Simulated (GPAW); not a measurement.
# The basis that the transmission of benzene-1,4-diselenol between two Ag chains needs

Wanted: the zero-bias transmission of benzene-1,4-diselenol between two Ag chains on a ladder of levels, with run times.

Calculated with GPAW 26.7.0; GPAW LCAO, PAW setups; Landauer transmission from Green's functions with principal layers (ASE), zero bias.

### 1. The structure

The cell holds 24 atoms: 12 Ag, 2 Se, 6 C and 4 H. Cell: a = 10.803 Å, b = 10.150 Å, c = 39.577 Å, α = 90.0°, β = 90.0°, γ = 90.0°. Regions: left lead, 6 atoms (6 Ag); channel, 12 atoms (2 Se, 6 C and 4 H); right lead, 6 atoms (6 Ag). Vacuum lies along a and b. The structure is stacked along c, and the current runs across the ab planes.

### 2. Double-zeta polarised basis

Localised orbitals split the wire into layers that couple to their neighbours alone, which is what the Green's function method needs; double zeta with polarisation is the usual level for numbers.

run.py

```python
import json
import numpy as np
from ase import Atoms
from ase.transport.calculators import TransportCalculator
from gpaw import GPAW, FermiDirac
from gpaw.lcao.tools import get_lcao_hamiltonian
from scipy.linalg import eigh

# The junction with lead layers at both ends, along the third cell vector
device = Atoms(
    ['Ag', 'Ag', 'Ag', 'Ag', 'Ag', 'Ag', 'Se', 'C', 'H', 'H', 'C', 'C', 'C', 'C', 'H', 'H', 'C', 'Se', 'Ag', 'Ag', 'Ag', 'Ag', 'Ag', 'Ag'],
    positions=[
        [5.40150, 5.07503, 1.33000],
        [5.40150, 5.07503, 3.99000],
        [5.40150, 5.07503, 6.65000],
        [5.40150, 5.07503, 9.31000],
        [5.40150, 5.07503, 11.97000],
        [5.40150, 5.07503, 14.63000],
        [5.40150, 3.25144, 16.46919],
        [5.40150, 3.25000, 18.38820],
        [3.25000, 3.25068, 18.55196],
        [7.55301, 3.25068, 18.55196],
        [4.18982, 3.25009, 19.08901],
        [6.61319, 3.25008, 19.08901],
        [4.18982, 3.25009, 20.48769],
        [6.61319, 3.25009, 20.48769],
        [3.25000, 3.25068, 21.02473],
        [7.55301, 3.25068, 21.02473],
        [5.40150, 3.25000, 21.18850],
        [5.40150, 3.25144, 23.10751],
        [5.40150, 5.07503, 24.94670],
        [5.40150, 5.07503, 27.60670],
        [5.40150, 5.07503, 30.26670],
        [5.40150, 5.07503, 32.92670],
        [5.40150, 5.07503, 35.58670],
        [5.40150, 5.07503, 38.24670]],
    cell=[[10.80301, 0.0, 0.0], [0.0, 10.15006, 0.0], [0.0, 0.0, 39.5767]],
    pbc=True)

# One principal layer of the lead: the first 4 atoms of the device
lead = Atoms(
    ['Ag', 'Ag', 'Ag', 'Ag'],
    positions=[
        [5.40150, 5.07503, 1.33000],
        [5.40150, 5.07503, 3.99000],
        [5.40150, 5.07503, 6.65000],
        [5.40150, 5.07503, 9.31000]],
    cell=[[10.80301, 0.0, 0.0], [0.0, 10.15006, 0.0], [0.0, 0.0, 10.64]],
    pbc=True)

settings = dict(mode='lcao', basis='dzp', xc='PBE', h=0.2,
                occupations=FermiDirac(0.1), maxiter=250,
                mixer=dict(beta=0.1, nmaxold=8, weight=100.0),
                convergence=dict(density=0.0001))
energies = np.arange(-2, 2 + 1e-9, 0.05)
eta = 0.0001
n1, n2 = 1, 1
# k and -k transmit alike, so half of the mesh across the current serves
mesh = [(i, j) for i in range(n1) for j in range(n2) if (i, j) <= (-i % n1, -j % n2)]
weights = np.array([1 if (i, j) == (-i % n1, -j % n2) else 2 for i, j in mesh]) / (n1 * n2)

# [... helper functions left out ...]
fermi_lead = ground_state(lead, (1, 1, 11), 'lead.txt')
fermi_device = ground_state(device, (1, 1, 2), 'device.txt')
# [... loop over the mesh left out, but for ...]
        # Shift the lead onto the potential of the device's first layer
        shift = ((H[:, 0, 0] - H0[:, 0, 0]) / S0[0, 0]).real.mean()
# [...]
kT = 8.617333e-5 * 300
bias = [0.1, 0.2, 0.5, 1.0, 1.5, 2.0]
# [... integrals and printing left out ...]
```

Launch:

```
> OMP_NUM_THREADS=1 OPENBLAS_NUM_THREADS=1 python run.py
```

Log:

```text
basis functions: device 448, principal layer 108
Fermi level: lead -4.0294 eV, device -4.0053 eV; lead shifted by 0.0037 eV
largest coupling past the next layer 3.56e-05 eV, largest misfit of the first layer 0.078 eV
  E-E_F (eV)   T (one spin)  channels
    -2.000    7.1970e-02    3.0000
    -1.950    5.8098e-02    3.0000
    -1.900    4.5831e-02    3.0000
    -1.850    3.3779e-02    3.0000
    -1.800    1.9216e-02    3.0000
    -1.750    1.7659e-04    1.0000
    -1.700    3.5393e-04    1.0000
    -1.650    2.8162e-04    1.0000
    -1.600    1.8063e-05    1.0000
    -1.550    2.4567e-14    0.0000
    -1.500    1.5581e-13    0.0000
    -1.450    2.0660e-13    0.0000
    -1.400    2.2323e-13    0.0000
    -1.350    2.2959e-13    0.0000
    -1.300    2.3029e-13    0.0000
    -1.250    2.2372e-13    0.0000
[...]
1.650    1.6552e-02    1.0000
     1.700    1.6324e-02    1.0000
     1.750    1.6151e-02    1.0000
     1.800    1.6027e-02    1.0000
     1.850    1.5959e-02    1.0000
     1.900    1.5941e-02    1.0000
     1.950    1.5975e-02    1.0000
     2.000    1.6060e-02    1.0000
conductance at 300 K: 0.51725 G0 a cell; thermopower 27.26 uV/K
current from the zero-bias T(E) at 0.1 V: 4.0201 uA
current from the zero-bias T(E) at 0.2 V: 8.1101 uA
current from the zero-bias T(E) at 0.5 V: 21.071 uA
current from the zero-bias T(E) at 1.0 V: 40.369 uA
current from the zero-bias T(E) at 1.5 V: 50.561 uA
current from the zero-bias T(E) at 2.0 V: 58.604 uA
```

It took 2.2 min on 1 thread of Arm Neoverse V1, shared host; peak memory 1.9 GiB.

Numbers from this step:

* conductance: 0.5173 G₀
* thermopower: 27.26 μV/K
* largest coupling past the next principal layer: 3.56e-5 eV
* largest misfit of the first principal layer: 0.07820 eV
* shift that aligns the lead: 0.003728 eV
* basis functions of the junction: 448
* basis functions of a principal layer: 108
* transmission at the Fermi level (one spin): 0.5134
* open channels of the lead at the Fermi level (one spin): 1

One spin. The transmission, zone mean by energy, zero at the Fermi level:

```tsv
energy (eV)	transmission, zone mean
-2.00	0.0720
-1.90	0.0458
-1.80	0.0192
-1.70	3.5e-4
-1.55	0
-1.45	0
-1.35	0
-1.25	0
-1.15	0
-1.05	0.171
-1.00	0.843
-0.90	0.337
-0.80	0.323
-0.70	0.368
-0.60	0.476
-0.50	0.663
-0.40	0.885
-0.30	0.997
-0.25	0.980
-0.15	0.832
-0.05	0.618
0.00	0.513
0.05	0.420
0.15	0.276
0.25	0.182
0.40	0.104
0.50	0.0754
0.60	0.0574
0.70	0.0455
0.80	0.0373
0.90	0.0315
1.05	0.0257
1.15	0.0229
1.25	0.0209
1.35	0.0193
1.45	0.0181
1.55	0.0172
1.70	0.0163
1.80	0.0160
1.90	0.0159
2.00	0.0161
```

Crossings of the lead's bands, unfolded to its shortest repeat. The open channels, zone mean by energy, zero at the Fermi level:

energy (eV), open channels, zone mean and a bar:
```
    -2.00       3.00 ##############################
    -1.85       3.00 ##############################
    -1.70       1.00 ##########
    -1.60       1.00 ##########
    -1.45       0.00 
    -1.30       0.00 
    -1.15       0.00 
    -1.05       1.00 ##########
    -0.90       1.00 ##########
    -0.75       1.00 ##########
    -0.60       1.00 ##########
    -0.50       1.00 ##########
    -0.35       1.00 ##########
    -0.20       1.00 ##########
    -0.05       1.00 ##########
     0.00       1.00 ##########
     0.05       1.00 ##########
     0.20       1.00 ##########
     0.35       1.00 ##########
     0.50       1.00 ##########
     0.60       1.00 ##########
     0.75       1.00 ##########
     0.90       1.00 ##########
     1.05       1.00 ##########
     1.15       1.00 ##########
     1.30       1.00 ##########
     1.45       1.00 ##########
     1.60       1.00 ##########
     1.70       1.00 ##########
     1.85       1.00 ##########
     2.00       1.00 ##########
```

Not self-consistent under bias; the bias window is split evenly. Current through one cell, from the zero-bias transmission against bias:

```tsv
bias (V)	current through one cell, from the zero-bias transmission (μA)
0.100	4.02
0.200	8.11
0.500	21.1
1.000	40.4
1.500	50.6
2.000	58.6
```

Transmission of the three most open eigenchannels against energy, zero at the Fermi level:

```tsv
energy (eV)	channel 1	channel 2	channel 3
-2.00	0.0417	0.0303	2.6e-5
-1.90	0.0258	0.0200	2.3e-5
-1.80	0.00978	0.00943	7.1e-6
-1.70	3.5e-4	7.7e-12	0
-1.55	0	0	0
-1.45	0	0	0
-1.35	0	0	0
-1.25	0	0	0
-1.15	0	0	0
-1.05	0.171	4.4e-10	0
-0.90	0.337	0	0
-0.80	0.323	0	0
-0.70	0.368	0	0
-0.60	0.476	0	0
-0.50	0.663	0	0
-0.40	0.885	0	0
-0.25	0.980	0	0
-0.15	0.832	0	0
-0.05	0.618	0	0
0.00	0.513	0	0
0.05	0.420	0	0
0.15	0.276	0	0
0.25	0.182	0	0
0.40	0.104	0	0
0.50	0.0754	0	0
0.60	0.0574	0	0
0.70	0.0455	0	0
0.80	0.0373	0	0
0.90	0.0315	0	0
1.05	0.0257	0	0
1.15	0.0229	0	0
1.25	0.0209	0	0
1.35	0.0193	0	0
1.45	0.0181	0	0
1.55	0.0172	0	0
1.70	0.0163	0	0
1.80	0.0160	0	0
1.90	0.0159	0	0
2.00	0.0161	0	0
```

Couplings past the next layer reach 3.6e-5 eV, small enough to drop; the matrix elements of the cell's first layer differ from the bulk lead's by up to 0.078 eV. That layer keeps its own values in the calculation, and only beyond it is the lead taken as perfect. The Fermi levels of lead and junction count from different zeros of potential, one for each periodic cell; with both set to zero, the small remaining shift is what aligns them. By hand: G = 0.5173 × 77.48 μS = 40.1 μS, a resistance of 25.0 kΩ; at 0.1 V a linear junction would pass 4.01 μA, and the integral over the bias window gives 4.02 μA. Mott's formula, S = -(π²/3)(k_B²T/e) d ln T/dE, has the prefactor 7.33 μV/K·eV at 300 K; T = 0.6175 at -0.05 eV and 0.4203 at 0.05 eV give a slope of -3.85 per eV and S = 28.2 μV/K, beside 27.3 μV/K from the thermal integral, which interpolates the same grid.

### 3. GPAW, szp: basis = "szp(dzp)"

One radial function a shell plus polarisation makes the matrices smaller; the question is what that costs.

Edit run.py of step 2 so:

```diff
@@ -50,3 +50,3 @@
 
-settings = dict(mode='lcao', basis='dzp', xc='PBE', h=0.2,
+settings = dict(mode='lcao', basis='szp(dzp)', xc='PBE', h=0.2,
                 occupations=FermiDirac(0.1), maxiter=250,
```

Log:

```text
basis functions: device 268, principal layer 60
Fermi level: lead -3.9798 eV, device -4.1077 eV; lead shifted by 0.0042 eV
largest coupling past the next layer 3.56e-05 eV, largest misfit of the first layer 0.095 eV
  E-E_F (eV)   T (one spin)  channels
    -2.000    1.8685e-02    3.0000
    -1.950    1.6290e-02    3.0000
    -1.900    1.3900e-02    3.0000
    -1.850    1.1416e-02    3.0000
    -1.800    8.6065e-03    3.0000
    -1.750    3.9162e-03    3.0000
    -1.700    1.5401e-04    1.0000
    -1.650    1.7309e-04    1.0000
    -1.600    1.0478e-04    1.0000
    -1.550    2.4525e-12    0.0000
    -1.500    5.0560e-15    0.0000
    -1.450   -1.3024e-15    0.0000
    -1.400   -4.3563e-16    0.0000
    -1.350   -1.1357e-16    0.0000
    -1.300    3.3160e-17    0.0000
    -1.250    3.9418e-16    0.0000
[...]
1.650    2.3931e-02    1.0000
     1.700    2.4145e-02    1.0000
     1.750    2.4459e-02    1.0000
     1.800    2.4866e-02    1.0000
     1.850    2.5396e-02    1.0000
     1.900    2.6047e-02    1.0000
     1.950    2.6832e-02    1.0000
     2.000    2.7767e-02    1.0000
conductance at 300 K: 0.35297 G0 a cell; thermopower 26.33 uV/K
current from the zero-bias T(E) at 0.1 V: 2.7465 uA
current from the zero-bias T(E) at 0.2 V: 5.5623 uA
current from the zero-bias T(E) at 0.5 V: 15.048 uA
current from the zero-bias T(E) at 1.0 V: 34.456 uA
current from the zero-bias T(E) at 1.5 V: 46.903 uA
current from the zero-bias T(E) at 2.0 V: 54.604 uA
```

Wall time 84 s (1 thread); peak memory 1.8 GiB.

This step gave:

* conductance: 0.3530 G₀
* thermopower: 26.33 μV/K
* largest misfit of the first principal layer: 0.09486 eV
* shift that aligns the lead: 0.004204 eV
* basis functions of the junction: 268
* basis functions of a principal layer: 60
* transmission at the Fermi level (one spin): 0.3491

One spin. The transmission, zone mean by energy, zero at the Fermi level:

```tsv
energy (eV)	transmission, zone mean
-2.000	0.0187
-1.800	0.00861
-1.600	1.0e-4
-1.400	0
-1.200	0
-1.000	0.920
-0.800	0.329
-0.600	0.620
-0.400	0.995
-0.200	0.672
0.000	0.349
0.200	0.166
0.400	0.0861
0.600	0.0530
0.800	0.0379
1.000	0.0302
1.200	0.0262
1.400	0.0242
1.600	0.0238
1.800	0.0249
2.000	0.0278
```

Crossings of the lead's bands, unfolded to its shortest repeat. Open channels, zone mean against energy, zero at the Fermi level:

```tsv
energy (eV)	open channels, zone mean
-2.00	3
-1.90	3
-1.80	3
-1.70	1
-1.55	0
-1.45	0
-1.35	0
-1.25	0
-1.15	0
-1.05	1
-0.90	1
-0.80	1
-0.70	1
-0.60	1
-0.50	1
-0.40	1
-0.25	1
-0.15	1
-0.05	1
0.00	1
0.05	1
0.15	1
0.25	1
0.40	1
0.50	1
0.60	1
0.70	1
0.80	1
0.90	1
1.05	1
1.15	1
1.25	1
1.35	1
1.45	1
1.55	1
1.70	1
1.80	1
1.90	1
2.00	1
```

Not self-consistent under bias; the bias window is split evenly. The current through one cell, from the zero-bias transmission by bias:

```tsv
bias (V)	current through one cell, from the zero-bias transmission (μA)
0.100	2.75
0.200	5.56
0.500	15.0
1.000	34.5
1.500	46.9
2.000	54.6
```

The transmission of the three most open eigenchannels by energy, zero at the Fermi level:

```tsv
energy (eV)	channel 1	channel 2	channel 3
-2.000	0.0153	0.00339	2.0e-5
-1.800	0.00671	0.00188	1.5e-5
-1.600	1.0e-4	0	0
-1.400	0	0	0
-1.200	0	0	0
-1.000	0.920	0	0
-0.800	0.329	0	0
-0.600	0.620	0	0
-0.400	0.995	0	0
-0.200	0.672	0	0
0.000	0.349	0	0
0.200	0.166	0	0
0.400	0.0861	0	0
0.600	0.0530	0	0
0.800	0.0379	0	0
1.000	0.0302	0	0
1.200	0.0262	0	0
1.400	0.0242	0	0
1.600	0.0238	0	0
1.800	0.0249	0	0
2.000	0.0278	0	0
```

The conductance, 0.353 G₀, lies 32 % below that of the dzp run.

### 4. Minimal basis

One function for each valence shell of the setup, as for a first survey of a large system.

Edit run.py of step 3 so:

```diff
@@ -50,3 +50,3 @@
 
-settings = dict(mode='lcao', basis='szp(dzp)', xc='PBE', h=0.2,
+settings = dict(mode='lcao', basis='sz(dzp)', xc='PBE', h=0.2,
                 occupations=FermiDirac(0.1), maxiter=250,
```

Log:

```text
basis functions: device 180, principal layer 48
Fermi level: lead -3.9866 eV, device -4.1527 eV; lead shifted by 0.0064 eV
largest coupling past the next layer 3.59e-05 eV, largest misfit of the first layer 0.066 eV
  E-E_F (eV)   T (one spin)  channels
    -2.000    2.0349e-02    3.0000
    -1.950    1.9376e-02    3.0000
    -1.900    1.8458e-02    3.0000
[...]
1.950    2.0935e-02    1.0000
     2.000    2.1622e-02    1.0000
conductance at 300 K: 0.31735 G0 a cell; thermopower 27.71 uV/K
current from the zero-bias T(E) at 0.1 V: 2.4713 uA
current from the zero-bias T(E) at 0.2 V: 5.0161 uA
current from the zero-bias T(E) at 0.5 V: 13.759 uA
current from the zero-bias T(E) at 1.0 V: 32.674 uA
current from the zero-bias T(E) at 1.5 V: 45.313 uA
current from the zero-bias T(E) at 2.0 V: 53.646 uA
```

Wall time 62 s (1 thread); peak memory 1.7 GiB.

Numbers from this step:

```
conductance                                    : 0.3174 G₀
thermopower                                    : 27.71 μV/K
largest coupling past the next principal layer : 3.59e-5 eV
largest misfit of the first principal layer    : 0.06647 eV
shift that aligns the lead                     : 0.006398 eV
basis functions of the junction                : 180
basis functions of a principal layer           : 48
transmission at the Fermi level (one spin)     : 0.3132
```

One spin. Transmission, zone mean against energy, zero at the Fermi level:

energy (eV), transmission, zone mean and a bar:
```
    -2.00      0.020 #
    -1.90      0.018 #
    -1.80      0.016 
    -1.70      0.013 
    -1.55      0.000 
    -1.45      0.000 
    -1.35      0.000 
    -1.25      0.000 
    -1.15      0.000 
    -1.05      0.006 
    -1.00      0.698 #####################
    -0.90      0.366 ###########
    -0.80      0.356 ###########
    -0.70      0.442 #############
    -0.60      0.637 ###################
    -0.50      0.905 ###########################
    -0.40      0.989 ##############################
    -0.25      0.729 ######################
    -0.15      0.537 ################
    -0.05      0.378 ###########
     0.00      0.313 ##########
     0.05      0.258 ########
     0.15      0.175 #####
     0.25      0.121 ####
     0.40      0.074 ##
     0.50      0.057 ##
     0.60      0.045 #
     0.70      0.037 #
     0.80      0.032 #
     0.90      0.028 #
     1.05      0.024 #
     1.15      0.022 #
     1.25      0.021 #
     1.35      0.020 #
     1.45      0.019 #
     1.55      0.019 #
     1.70      0.019 #
     1.80      0.020 #
     1.90      0.020 #
     2.00      0.022 #
```

The conductance, 0.317 G₀, lies 39 % below that of the dzp run.

### 5. LDA in the dzp basis: xc = "LDA"

Back in the dzp basis, the functional changes from PBE to LDA, to set the spread between functionals beside that between bases.

Edit run.py of step 4 so:

```diff
@@ -50,3 +50,3 @@
 
-settings = dict(mode='lcao', basis='sz(dzp)', xc='PBE', h=0.2,
+settings = dict(mode='lcao', basis='dzp', xc='LDA', h=0.2,
                 occupations=FermiDirac(0.1), maxiter=250,
```

Log:

```text
basis functions: device 448, principal layer 108
Fermi level: lead -4.4404 eV, device -4.3665 eV; lead shifted by 0.0058 eV
largest coupling past the next layer 3.39e-05 eV, largest misfit of the first layer 0.101 eV
  E-E_F (eV)   T (one spin)  channels
    -2.000    7.9409e-02    3.0000
    -1.950    6.6688e-02    3.0000
    -1.900    5.5761e-02    3.0000
[...]
1.950    1.6468e-02    1.0000
     2.000    1.6537e-02    1.0000
conductance at 300 K: 0.5427 G0 a cell; thermopower 25.09 uV/K
current from the zero-bias T(E) at 0.1 V: 4.2131 uA
current from the zero-bias T(E) at 0.2 V: 8.4727 uA
current from the zero-bias T(E) at 0.5 V: 21.713 uA
current from the zero-bias T(E) at 1.0 V: 41.763 uA
current from the zero-bias T(E) at 1.5 V: 53.105 uA
current from the zero-bias T(E) at 2.0 V: 61.153 uA
```

Elapsed: 2 min, on 1 thread; peak memory 1.9 GiB.

Numbers from this step:

```
conductance                                    : 0.5427 G₀
thermopower                                    : 25.09 μV/K
largest coupling past the next principal layer : 3.39e-5 eV
largest misfit of the first principal layer    : 0.1012 eV
shift that aligns the lead                     : 0.005804 eV
basis functions of the junction                : 448
basis functions of a principal layer           : 108
transmission at the Fermi level (one spin)     : 0.5405
```

One spin. Table of transmission, zone mean by energy, zero at the Fermi level:

energy (eV), transmission, zone mean and a bar:
```
    -2.00      0.079 ##
    -1.90      0.056 ##
    -1.80      0.037 #
    -1.70      0.020 #
    -1.55      0.000 
    -1.45      0.000 
    -1.35      0.000 
    -1.25      0.000 
    -1.15      0.000 
    -1.05      0.000 
    -1.00      0.761 #######################
    -0.90      0.363 ###########
    -0.80      0.361 ###########
    -0.70      0.418 #############
    -0.60      0.535 ################
    -0.50      0.725 ######################
    -0.40      0.923 ############################
    -0.30      0.997 ##############################
    -0.25      0.972 #############################
    -0.15      0.834 #########################
    -0.05      0.640 ###################
     0.00      0.541 ################
     0.05      0.449 ##############
     0.15      0.300 #########
     0.25      0.199 ######
     0.40      0.113 ###
     0.50      0.082 ##
     0.60      0.062 ##
     0.70      0.049 #
     0.80      0.040 #
     0.90      0.034 #
     1.05      0.027 #
     1.15      0.024 #
     1.25      0.022 #
     1.35      0.020 #
     1.45      0.019 #
     1.55      0.018 #
     1.70      0.017 #
     1.80      0.017 
     1.90      0.016 
     2.00      0.017
```

The conductance, 0.543 G₀, lies 4.9 % above that of the dzp run.

### 6. Cost and result by level

Times are for 1 thread of Arm Neoverse V1, shared host. Results by setting:

```tsv
no.	run	conductance (G₀)	time	memory (GiB)
1	dzp	0.5173	2.2 min	1.9
2	szp	0.3530	84 s	1.8
3	sz	0.3174	62 s	1.7
4	dzp LDA	0.5427	2 min	1.9
```

### 7. The levels side by side

The curves are compared point by point over the common energies.

This step: comparison of transmission and cost over codes and levels (GPAW 26.7.0).

Ladder, by row:

```tsv
step	code	T at the Fermi level (sum over the listed spins)	conductance (G0)	r.m.s. T(E) from the first	wall time (s)	peak memory (GiB)	threads
dzp	GPAW	0.5134	0.5173	0	131.8	1.87	1
szp	GPAW	0.3491	0.353	0.08274	84.04	1.81	1
sz	GPAW	0.3132	0.3174	0.09806	61.9	1.74	1
dzp-LDA	GPAW	0.5405	0.5427	0.02927	120.6	1.88	1
```

Transmission, zone mean, sum over the listed spins against energy, zero at the Fermi level:

```tsv
energy (eV)	dzp	szp	sz	dzp-LDA
-2.000	0.0720	0.0187	0.0203	0.0794
-1.800	0.0192	0.00861	0.0158	0.0373
-1.600	1.8e-5	1.0e-4	0.00651	1.7e-4
-1.400	2.2e-13	0	1.8e-5	7.8e-14
-1.200	2.0e-13	0	0	2.0e-13
-1.000	0.843	0.920	0.698	0.761
-0.800	0.323	0.329	0.356	0.361
-0.600	0.476	0.620	0.637	0.535
-0.400	0.885	0.995	0.989	0.923
-0.300	0.997	0.867	0.833	0.997
-0.200	0.921	0.672	0.629	0.915
0.000	0.513	0.349	0.313	0.541
0.200	0.223	0.166	0.145	0.244
0.400	0.104	0.0861	0.0744	0.113
0.600	0.0574	0.0530	0.0451	0.0622
0.800	0.0373	0.0379	0.0318	0.0399
1.000	0.0273	0.0302	0.0250	0.0290
1.200	0.0218	0.0262	0.0214	0.0230
1.400	0.0186	0.0242	0.0195	0.0195
1.600	0.0168	0.0238	0.0189	0.0175
1.800	0.0160	0.0249	0.0196	0.0166
2.000	0.0161	0.0278	0.0216	0.0165
```

(Part 1 of 2 ends here.)

[Logs are printed without paths, hosts, clocks, repeated set-up lines and the standing remarks that a program may print on its own settings, such as how far it seeks lower states.]

[Hosts, paths, dates, database ids (printed as entryN), source tags and the programs' standing remarks are cut or masked in the printed files.]
